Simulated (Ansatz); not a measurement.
# Dielectric response of CeO2 (111) films

Aim: the electronic and static ε of fluorite CeO2 (111) from films of three thicknesses in a field.

Calculated with Ansatz 0.2.0; plane-wave DFT, PBEsol, Ansatz PAW.

### 1. Starting point

The cell holds 6 atoms: 4 O and 2 Ce. Its edges and angles: a = 3.825 Å, b = 3.825 Å, c = 22.685 Å, α = 90.0°, β = 90.0°, γ = 120.0°. It derives from CeO2 (fluorite CeO2). Vacuum lies along c.

### 2. Relaxing the slab, 6 atoms, units 2

The structure is relaxed first, because levels and dipoles at a surface follow the positions of the outer atoms.

input.yaml

```yaml
crystal:
  lattice:
    - [3.82544769, 0.0, 0.0]
    - [-1.91272384, 3.31293488, 0.0]
    - [0.0, 0.0, 22.6851974345]
  atoms:
    - { symbol: O, position: [0.66666667, 0.33333333, 0.3967344797] }
    - { symbol: Ce, position: [0.33333333, 0.66666667, 0.4311563198] }
    - { symbol: O, position: [0.0, 0.0, 0.4655781599] }
    - { symbol: O, position: [0.33333333, 0.66666667, 0.5344218401] }
    - { symbol: Ce, position: [0.0, 0.0, 0.5688436802] }
    - { symbol: O, position: [0.66666667, 0.33333333, 0.6032655203] }
kpoints:
  mp_grid: { grid: [12, 12, 1] }
hamiltonian:
  xc: pbesol
scf:
  occupations: { method: fixed }
  convergence: { dr2_threshold: 1.0e-09 }
efield:
  axis: 3
  dipole_correction: true
  ramp_position: 0.97
  ramp_width: 0.06
relax:
  f_tol: 0.003
  max_steps: 100
output:
  eigenvalues: true
  write_potential: true
  write_density: true
  volumetric_format: npy
```

The run is started by

```console
$ ansatz run input.yaml --threads 4 --pin off --max-ram 12288MiB --backend cpu --events-out ev --progress --plain --runs-dir out
```

Numbers of over 12 decimals in the logs are rounded to 6 here.

The program printed:

```text
Engine: ansatz 0.2.0, aarch64-unknown-linux-gnu
Pseudopotentials: kind: paw
Pseudopotential: O, paw, valence charge 6, recommended cutoff 420 eV (normal), O.paw.azcp
Pseudopotential: Ce, paw, valence charge 12, recommended cutoff 420 eV (normal), Ce.paw.azcp
Functional definition: PBEsol
  exchange = pbesol_x
  correlation = pbesol_c
Crystal: 6 atoms, lattice volume = 287.500 Å³
Basis set: ecut = 420 eV, 5643 PW (Γ), exchange–correlation on 54×54×320 points (8 copies of the dense FFT grid, shifted against one another)
Bands: 30, of which v1, the nominal top of the filled ones, is band 24 counted from 1 (23 counted from 0)
Symmetry: 6 space group operations
k-points: 19 of 144 (time reversal used)
Non-local potential: O, projectors of the file, l = 0: 2, l = 1: 2, l = 2: 1
Non-local potential: Ce, projectors of the file, l = 0: 3, l = 1: 2, l = 2: 2, l = 3: 3
PAW form: soft (Blöchl's): semilocal exchange-correlation on the pseudo side does not see the compensation charge
PAW frozen core: O, regenerated for the run's functional, and the local potential with it (the file was generated under x = pbe(κ = 0.804, μ = 0.219515), c = pbe(β = 0.066725))
PAW frozen core: Ce, regenerated for the run's functional, and the local potential with it (the file was generated under x = pbe(κ = 0.804, μ = 0.219515), c = pbe(β = 0.066725))
PAW one-centre angular grid: O, 110 points (default); XC on 64 Gauss nodes
PAW one-centre angular grid: Ce, 590 points (default); XC on 64 Gauss nodes
Initial density: superposition of atomic densities (neutral atoms: chi_scale 0, normalization atom), corrected by the library's trained network
Initial wavefunctions: pseudopotential atomic-orbital guess
Functional: x = pbesol(κ = 0.804, μ = 0.123457), c = pbesol(β = 0.046)
SCF iter   1: F=—  HF=-15222.575410 eV  |F-HF|=—  |Δ(HF+E_count)|=         —  Δρ=1.19e-2  dr2=3.99e-1  ethr=1.77e-3  p=0.000 e·Å  D=4.50e-14 V/Å  ΔV_dip=-0.00 eV  dr2_dipole=1.48e-8  V_vac-E_F(+/−)=5.91/5.91 eV  ⟨swp⟩=3.9  Hψ=2400  notcnv=0  defer=17
efield: sawtooth ramp at fractional position 0.9700 (set: `efield.ramp_position`, or a place that a band, a saddle search or an elastic batch's reference lends), width 0.0600; the density the first Hamiltonian is built on has a dipole p = 0.000 e·Å; the dipole correction subtracts the counter field D = 4.50e-14 V/Å, which shifts the + side's vacuum level by -0.00 eV against the − side's; the planar-averaged density in the ramp window peaks in size at 7.1e-7 e/Å³
preconditioner: auto → Resta (q_TF=auto, 2.025 Å⁻¹)  ε∞=3.3  [insulator: Δε(μ)=1.711 eV  Ē_g=9.630 eV  n_scr=44 (ndim 8)  ℏωp=14.5 eV  f_vac=0.674  ε∞_Penn≈3.3  vacuum switching on, ρ_ref=6.7e-3 e/Å³]
SCF iter   2: F=—  HF=-15222.698102 eV  |F-HF|=—  |Δ(HF+E_count)|=   1.23e-1  Δρ=1.99e-2  dr2=1.30e0  ethr=8.30e-4  p=-0.000 e·Å  D=-2.13e-5 V/Å  ΔV_dip=0.00 eV  dr2_dipole=1.51e-8  V_vac-E_F(+/−)=6.30/6.30 eV  ⟨swp⟩=3.4  Hψ=1229  notcnv=0  defer=43  κ⁻¹=1.0e0(r=1)
SCF iter   3: F=—  HF=-15222.531305 eV  |F-HF|=—  |Δ(HF+E_count)|=   1.67e-1  Δρ=1.54e-3  dr2=5.17e-3  ethr=8.30e-4  p=-0.000 e·Å  D=-1.42e-5 V/Å  ΔV_dip=0.00 eV  dr2_dipole=5.54e-9  V_vac-E_F(+/−)=6.22/6.22 eV  ⟨swp⟩=3.2  Hψ=1059  notcnv=0  defer=50
density mixer auto → msr1: gapped (density of states about μ 0.16 of a free-electron gas's, 44 screened modes)
SCF iter   4: F=—  HF=-15222.531621 eV  |F-HF|=—  |Δ(HF+E_count)|=   3.16e-4  Δρ=1.15e-3  dr2=4.12e-3  ethr=1.08e-5  p=-0.000 e·Å  D=-7.44e-8 V/Å  ΔV_dip=0.00 eV  dr2_dipole=5.44e-10  V_vac-E_F(+/−)=6.29/6.29 eV  ⟨swp⟩=4.1  Hψ=1157  notcnv=0  defer=73
SCF iter   5: F=—  HF=-15222.531564 eV  |F-HF|=—  |Δ(HF+E_count)|=   5.75e-5  Δρ=5.48e-4  dr2=8.32e-4  ethr=8.58e-6  p=-0.000 e·Å  D=-4.01e-7 V/Å  ΔV_dip=0.00 eV  dr2_dipole=1.54e-12  V_vac-E_F(+/−)=6.34/6.34 eV  ⟨swp⟩=2.3  Hψ=840  notcnv=0  defer=74
SCF iter   6: F=—  HF=-15222.531586 eV  |F-HF|=—  |Δ(HF+E_count)|=   2.24e-5  Δρ=2.55e-4  dr2=2.20e-4  ethr=1.73e-6  p=-0.000 e·Å  D=-3.75e-6 V/Å  ΔV_dip=0.00 eV  dr2_dipole=9.28e-11  V_vac-E_F(+/−)=6.38/6.38 eV  ⟨swp⟩=2.7  Hψ=1071  notcnv=0  defer=72
SCF iter   7: F=—  HF=-15222.531579 eV  |F-HF|=—  |Δ(HF+E_count)|=   7.23e-6  Δρ=1.39e-4  dr2=6.76e-5  ethr=4.59e-7  p=0.000 e·Å  D=4.07e-6 V/Å  ΔV_dip=-0.00 eV  dr2_dipole=6.18e-9  V_vac-E_F(+/−)=6.39/6.39 eV  ⟨swp⟩=3.4  Hψ=920  notcnv=0  defer=73
SCF iter   8: F=—  HF=-15222.531589 eV  |F-HF|=—  |Δ(HF+E_count)|=   9.89e-6  Δρ=1.33e-4  dr2=5.82e-5  ethr=1.41e-7  p=0.000 e·Å  D=8.81e-6 V/Å  ΔV_dip=-0.00 eV  dr2_dipole=1.69e-8  V_vac-E_F(+/−)=6.39/6.39 eV  ⟨swp⟩=3.5  Hψ=879  notcnv=0  defer=72
SCF iter   9: F=—  HF=-15222.531582 eV  |F-HF|=—  |Δ(HF+E_count)|=   6.70e-6  Δρ=7.58e-5  dr2=1.88e-5  ethr=1.21e-7  p=0.000 e·Å  D=6.01e-7 V/Å  ΔV_dip=-0.00 eV  dr2_dipole=6.39e-11  V_vac-E_F(+/−)=6.39/6.39 eV  ⟨swp⟩=1.7  Hψ=600  notcnv=0  defer=24
SCF iter  10: F=—  HF=-15222.531579 eV  |F-HF|=—  |Δ(HF+E_count)|=   2.60e-6  Δρ=2.05e-5  dr2=1.46e-6  ethr=3.91e-8  p=0.000 e·Å  D=2.66e-5 V/Å  ΔV_dip=-0.00 eV  dr2_dipole=4.16e-8  V_vac-E_F(+/−)=6.39/6.39 eV  ⟨swp⟩=2.2  Hψ=750  notcnv=0  defer=25
SCF iter  11: F=—  HF=-15222.531651 eV  |F-HF|=—  |Δ(HF+E_count)|=   7.20e-5  Δρ=2.04e-5  dr2=1.41e-6  ethr=3.04e-9  p=0.000 e·Å  D=7.13e-6 V/Å  ΔV_dip=-0.00 eV  dr2_dipole=1.48e-9  V_vac-E_F(+/−)=6.39/6.39 eV  ⟨swp⟩=2.3  Hψ=969  notcnv=0  defer=19
SCF iter  12: F=—  HF=-15222.531651 eV  |F-HF|=—  |Δ(HF+E_count)|=   1.44e-7  Δρ=3.54e-6  dr2=4.42e-8  ethr=2.93e-9  p=0.000 e·Å  D=4.18e-6 V/Å  ΔV_dip=-0.00 eV  dr2_dipole=8.32e-10  V_vac-E_F(+/−)=6.39/6.39 eV  ⟨swp⟩=2.0  Hψ=685  notcnv=0  defer=19
SCF iter  13: F=—  HF=-15222.531651 eV  |F-HF|=—  |Δ(HF+E_count)|=  1.35e-10  Δρ=2.20e-6  dr2=1.46e-8  ethr=9.21e-11  p=-0.000 e·Å  D=-1.24e-6 V/Å  ΔV_dip=0.00 eV  dr2_dipole=2.76e-10  V_vac-E_F(+/−)=6.39/6.39 eV  ⟨swp⟩=2.7  Hψ=1028  notcnv=0  defer=19
SCF iter  14: F=—  HF=-15222.531651 eV  |F-HF|=—  |Δ(HF+E_count)|=   1.44e-9  Δρ=1.13e-6  dr2=4.00e-9  ethr=3.04e-11  p=-0.000 e·Å  D=-6.54e-9 V/Å  ΔV_dip=0.00 eV  dr2_dipole=1.85e-12  V_vac-E_F(+/−)=6.39/6.39 eV  ⟨swp⟩=2.0  Hψ=831  notcnv=0  defer=19
SCF iter  15: F=—  HF=-15222.531651 eV  |F-HF|=—  |Δ(HF+E_count)|=  1.46e-10  Δρ=7.45e-7  dr2=1.78e-9  ethr=8.33e-12  p=0.000 e·Å  D=1.18e-8 V/Å  ΔV_dip=-0.00 eV  dr2_dipole=5.07e-13  V_vac-E_F(+/−)=6.39/6.39 eV  ⟨swp⟩=2.1  Hψ=719  notcnv=0  defer=19
iter 16 did not close the SCF: its close was put off until two iterations running show no level that it waits for move by more than its bar (scf_convergence_deferred on its scf_iter line)
[...]
SCF iter   9: F=—  HF=-15222.562065 eV  |F-HF|=—  |Δ(HF+E_count)|=   3.15e-8  Δρ=5.35e-6  dr2=8.11e-8  ethr=9.78e-10  p=-0.000 e·Å  D=-6.46e-7 V/Å  ΔV_dip=0.00 eV  dr2_dipole=9.44e-12  V_vac-E_F(+/−)=6.23/6.23 eV  ⟨swp⟩=2.1  Hψ=869  notcnv=0  defer=4  κ⁻¹=8.0e-7(r=8)
SCF iter  10: F=—  HF=-15222.562065 eV  |F-HF|=—  |Δ(HF+E_count)|=   3.92e-9  Δρ=1.53e-6  dr2=4.35e-9  ethr=1.69e-10  p=-0.000 e·Å  D=-1.34e-7 V/Å  ΔV_dip=0.00 eV  dr2_dipole=6.42e-14  V_vac-E_F(+/−)=6.23/6.23 eV  ⟨swp⟩=2.3  Hψ=903  notcnv=0  defer=4  κ⁻¹=2.5e-7(r=8)
SCF iter  11: F=-15222.562065 eV  HF=-15222.562065 eV  |F-HF|=4.67e-10  |Δ(HF+E_count)|=   3.21e-9  Δρ=4.63e-7  dr2=2.71e-10  ethr=2.08e-12  p=0.000 e·Å  D=1.63e-8 V/Å  ΔV_dip=-0.00 eV  dr2_dipole=3.54e-13  V_vac-E_F(+/−)=6.23/6.23 eV  ⟨swp⟩=14.2  Hψ=4619  notcnv=0
SCF 3 converged in 11 iterations: F = -15222.562065 eV  dr2 = 2.71e-10
relax step   3: F+E_penalty+E_count = -15222.56206453 eV  Δ(F+E_penalty+E_count) = -8.884e-3 eV  max|allowed force component| = 3.706e-2 eV/Å  Δτ_max = 0.0233 Å  (11 SCF iters, accepted)
[...]
relax step   4: F+E_penalty+E_count = -15222.56222516 eV  Δ(F+E_penalty+E_count) = -1.606e-4 eV  max|allowed force component| = 1.609e-2 eV/Å  Δτ_max = 0.0041 Å  (11 SCF iters, accepted)
SCF iter   1: F=—  HF=-15222.562179 eV  |F-HF|=—  |Δ(HF+E_count)|=         —  Δρ=9.53e-5  dr2=1.92e-5  ethr=3.80e-7  p=-0.000 e·Å  D=-1.16e-7 V/Å  ΔV_dip=0.00 eV  dr2_dipole=1.45e-12  V_vac-E_F(+/−)=6.23/6.23 eV  ⟨swp⟩=2.3  Hψ=1268  notcnv=0  defer=8
efield: sawtooth ramp at fractional position 0.9700 (set: `efield.ramp_position`, or a place that a band, a saddle search or an elastic batch's reference lends), width 0.0600; the density the first Hamiltonian is built on has a dipole p = -0.000 e·Å; the dipole correction subtracts the counter field D = -1.16e-7 V/Å, which shifts the + side's vacuum level by +0.00 eV against the − side's; the planar-averaged density in the ramp window peaks in size at 4.0e-6 e/Å³
preconditioner: auto → Resta (q_TF=auto, 2.025 Å⁻¹)  ε∞=3.2  [insulator: Δε(μ)=1.900 eV  Ē_g=9.827 eV  n_scr=44 (ndim 8)  ℏωp=14.5 eV  f_vac=0.678  ε∞_Penn≈3.2  vacuum switching on, ρ_ref=7.0e-3 e/Å³]
SCF iter   2: F=—  HF=-15222.562178 eV  |F-HF|=—  |Δ(HF+E_count)|=   9.86e-7  Δρ=5.57e-5  dr2=7.43e-6  ethr=4.01e-8  p=0.000 e·Å  D=1.05e-7 V/Å  ΔV_dip=-0.00 eV  dr2_dipole=1.01e-14  V_vac-E_F(+/−)=6.23/6.23 eV  ⟨swp⟩=2.0  Hψ=1140  notcnv=0  defer=2  κ⁻¹=1.0e0(r=1)
density mixer auto → broyden: gapped, with many states about μ (density of states about μ 0.37 of a free-electron gas's, 44 screened modes)
SCF iter   3: F=—  HF=-15222.562182 eV  |F-HF|=—  |Δ(HF+E_count)|=   3.77e-6  Δρ=3.13e-5  dr2=2.24e-6  ethr=1.55e-8  p=0.000 e·Å  D=9.67e-8 V/Å  ΔV_dip=-0.00 eV  dr2_dipole=1.18e-13  V_vac-E_F(+/−)=6.23/6.23 eV  ⟨swp⟩=2.0  Hψ=794  notcnv=0  defer=2  κ⁻¹=7.3e-2(r=2)
SCF iter   4: F=—  HF=-15222.562245 eV  |F-HF|=—  |Δ(HF+E_count)|=   6.33e-5  Δρ=1.86e-5  dr2=1.07e-6  ethr=4.66e-9  p=0.000 e·Å  D=1.43e-8 V/Å  ΔV_dip=-0.00 eV  dr2_dipole=1.38e-13  V_vac-E_F(+/−)=6.23/6.23 eV  ⟨swp⟩=3.1  Hψ=1241  notcnv=0  defer=2  κ⁻¹=4.8e-2(r=3)
SCF iter   5: F=—  HF=-15222.562245 eV  |F-HF|=—  |Δ(HF+E_count)|=   9.18e-8  Δρ=4.47e-6  dr2=4.53e-8  ethr=2.24e-9  p=0.000 e·Å  D=3.76e-8 V/Å  ΔV_dip=-0.00 eV  dr2_dipole=2.01e-13  V_vac-E_F(+/−)=6.23/6.23 eV  ⟨swp⟩=2.0  Hψ=717  notcnv=0  defer=2  κ⁻¹=7.6e-4(r=4)
SCF iter   6: F=—  HF=-15222.562245 eV  |F-HF|=—  |Δ(HF+E_count)|=   6.68e-8  Δρ=1.69e-6  dr2=9.97e-9  ethr=9.44e-11  p=0.000 e·Å  D=1.64e-7 V/Å  ΔV_dip=-0.00 eV  dr2_dipole=7.31e-13  V_vac-E_F(+/−)=6.23/6.23 eV  ⟨swp⟩=2.8  Hψ=1036  notcnv=0  defer=2  κ⁻¹=2.6e-4(r=5)
SCF iter   7: F=-15222.562245 eV  HF=-15222.562245 eV  |F-HF|=9.30e-10  |Δ(HF+E_count)|=   3.02e-9  Δρ=5.37e-7  dr2=7.95e-10  ethr=2.08e-12  p=-0.000 e·Å  D=-1.01e-8 V/Å  ΔV_dip=0.00 eV  dr2_dipole=1.28e-12  V_vac-E_F(+/−)=6.23/6.23 eV  ⟨swp⟩=8.7  Hψ=4435  notcnv=0
SCF 5 converged in 7 iterations: F = -15222.562245 eV  dr2 = 7.95e-10
  greatest PAW one-centre occupation: 0.988 electrons in one spin orbital (limit 2), on the Ce atom at site 1 (counted from 0), in its partial waves of l = 0
relax step   5: F+E_penalty+E_count = -15222.56224521 eV  Δ(F+E_penalty+E_count) = -2.005e-5 eV  max|allowed force component| = 8.696e-4 eV/Å  Δτ_max = 0.0010 Å  (7 SCF iters, accepted)
WARN: The output density's exchange-correlation potential varies sharply where the density is thin. Do not read a vacuum level from v_tot or v_xc, or from such a field of the output density. On a cell that repeats whose density bears no net charge and no dipole along the vacuum's axis use v_es (v_loc + v_h of the components); under efield.dipole_correction with no amplitude use v_es + v_field, which holds any externa [...]
SCF converged after 7 iterations
Stability not checked: this state was not tested for a lower state beside it, because the mixer in use, unlike msr1, does not test its closes by its own steps (another_mixer; see scf.mixing.algorithm and scf.lower_state_search)
Free energy (F): -15222.562245 eV
Harris-Foulkes:  -15222.562245 eV  (|F-HF|=9.30e-10)
Internal energy: -15222.562245 eV  (E = F + TS)
E sigma→0 (E₀):  -15222.562245 eV
Fermi energy:    -1.442376 eV
Dipole field:    D = 0.000001 V/Å  (p = 0.000002 e·Å, saw-weighted, corrected)
Work function:   Φ+ = 6.2340 eV   Φ− = 6.2340 eV
Levels:          The Fermi level and band energies are counted from a zero that moves with the ramp; work functions are not
--- Per-component energies (eV) ---
  E_band       = -539.402339
  E_kinetic    = 1466.720189
  E_local      = -36355.768787  (includes V_loc(G=0)·N_el)
  E_nonlocal   = 72.720727
  E_hartree    = 17611.647987
  E_xc         = -748.052338
  E_vxc        = -884.761336  (∫ρ·V_xc dr)
  E_paw        = -11371.857189  (= ΣΔE_a)
  E_vpaw       = -61.622047  (= ΣTr[D̂ρ^β])
  E_aug_tail   = 0.009656  (compensation charges beyond the density's cutoff)
  E_efield     = 0.000000  (sawtooth field / dipole correction)
  E_vefield    = 0.000000  (∫n·V_field dr)
  E_ewald      = 14101.423767
  E_core_change = 0.593743  (= ΣΔE_core)
  E_smearing   = -0.000000  (= −TS)
  E_closure    = -0.000000  (closes the sum)
  Σ components = -15222.562245   (vs F -15222.562245, Δ=0.00e0)
--- Forces (eV/Å), atoms counted from 1 ---
  atom   1  O      0.00000000    -0.00000000     0.00044088
  atom   2  Ce     0.00000000    -0.00000000    -0.00086985
  atom   3  O     -0.00000000     0.00000000    -0.00021846
  atom   4  O      0.00000000    -0.00000000     0.00021839
  atom   5  Ce    -0.00000000     0.00000000     0.00086863
  atom   6  O      0.00000000     0.00000000    -0.00044099
  max |Σ_I F_I| component: 1.40e-6 eV/Å
--- Band table (eV; the first three rows and the last of 19) ---
  k-point 0: bands = [... 20 lower, -1.9872, -1.9872, -1.9551, -1.9551, 0.4580, 0.5988, 0.5988, 0.6798, ... 2 higher]
  k-point 1: bands = [... 20 lower, -2.0914, -1.9775, -1.8601, -1.7606, 0.4671, 0.5946, 0.6056, 0.6796, ... 2 higher]
  k-point 2: bands = [... 20 lower, -2.1995, -1.9433, -1.7795, -1.5453, 0.4909, 0.5832, 0.6263, 0.6786, ... 2 higher]
  k-point 18: bands = [... 20 lower, -2.2407, -1.9116, -1.9116, -1.5468, 0.5146, 0.6092, 0.6092, 0.6211, ... 2 higher]
--- Relaxed structure (5 steps of the walk, 5 accepted, 0 SCFs on fresh bases) ---
  F+E_penalty+E_count = -15222.56224521 eV   max|allowed force component| = 8.696e-4 eV/Å
  atoms:
    - { symbol: O, position: [0.666667, 0.333333, 0.399651] }
    - { symbol: Ce, position: [0.333333, 0.666667, 0.432536] }
    - { symbol: O, position: [4.3334890293111815e-19, 8.6669780472942945e-19, 0.467553] }
    - { symbol: O, position: [0.333333, 0.666667, 0.532447] }
    - { symbol: Ce, position: [-3.027910652748733e-19, -6.055821297582278e-19, 0.567464] }
    - { symbol: O, position: [0.666667, 0.333333, 0.600349] }
```

Wall time 32 s (4 threads of Arm Neoverse V1, shared host); peak memory 0.63 GiB; 2.1 min of CPU time.

Step by step:

| step | energy less that of the first step (eV) | largest force component (eV/Å) |
| --- | --- | --- |
| 1 | 0.0000 | 0.2887 |
| 2 | -0.0215 | 0.2529 |
| 3 | -0.0304 | 0.0371 |
| 4 | -0.0306 | 0.0161 |
| 5 | -0.0306 | 0.0009 |

The run keeps the 6 symmetry operations that it works with, so distortions that break them were not tested.

The atoms that moved most (Å):

| atom | dx | dy | dz | length |
| --- | --- | --- | --- | --- |
| O1 | 0.000 | 0.000 | 0.066 | 0.066 |
| O6 | 0.000 | 0.000 | -0.066 | 0.066 |
| O4 | 0.000 | 0.000 | -0.045 | 0.045 |
| O3 | 0.000 | 0.000 | 0.045 | 0.045 |
| Ce2 | 0.000 | 0.000 | 0.031 | 0.031 |
| Ce5 | 0.000 | 0.000 | -0.031 | 0.031 |

The relaxed structure:

```xyz
6
Lattice="3.8254 0.0000 0.0000 -1.9127 3.3129 0.0000 0.0000 0.0000 22.6852" Properties=species:S:1:pos:R:3
O     1.9127    1.1043    9.0662
Ce    0.0000    2.2086    9.8122
O     0.0000    0.0000   10.6065
O     0.0000    2.2086   12.0787
Ce    0.0000    0.0000   12.8730
O     1.9127    1.1043   13.6190
```

This step gave:

| Item | Value |
| --- | --- |
| gap on the k-mesh | 1.900 eV |
| dipole along the normal | 2.00e-6 e·Å |
| ionisation energy, upper face | 6.234 eV |
| electron affinity, upper face | 4.334 eV |

Running mean over 3.123 Å of the planar mean; the ramp of the sawtooth is left out. The electron's electrostatic potential energy less the highest filled level by z:

z (Å), electron's electrostatic potential energy less the highest filled level (eV) and a bar from the least value:
```
        3       6.23 ##############################
        4       6.23 ##############################
        5       6.23 ##############################
        6       6.22 ##############################
        7       5.81 #############################
        8       1.83 ###################
        9      -3.41 #####
       10      -5.22 #
       11      -5.54 
       12      -5.52 
       13      -5.06 #
       14      -1.90 #########
       15       3.52 #######################
       16       6.09 ##############################
       17       6.23 ##############################
       18       6.23 ##############################
       19       6.23 ##############################
```

The relaxation took 5 steps and lowered the energy by 0.031 eV; the largest force on the free atoms ends at 8.7e-4 eV/Å.

The gap is 1.90 eV, with the valence edge 6.23 eV and the conduction edge 4.33 eV under the upper vacuum level.

(Continued in part 2 of 4.)

[Logs are printed without paths, hosts, clocks, repeated set-up lines and the standing remarks that a program may print on its own settings, such as how far it seeks lower states.]

[Hosts, paths, dates, database ids (printed as entryN), source tags and the programs' standing remarks are cut or masked in the printed files.]

[Maps of the electrostatic potential energy from Ansatz leave out the sawtooth potential of an applied field or a dipole correction, so their vacuum need not be flat; planar profiles and work functions include it.]
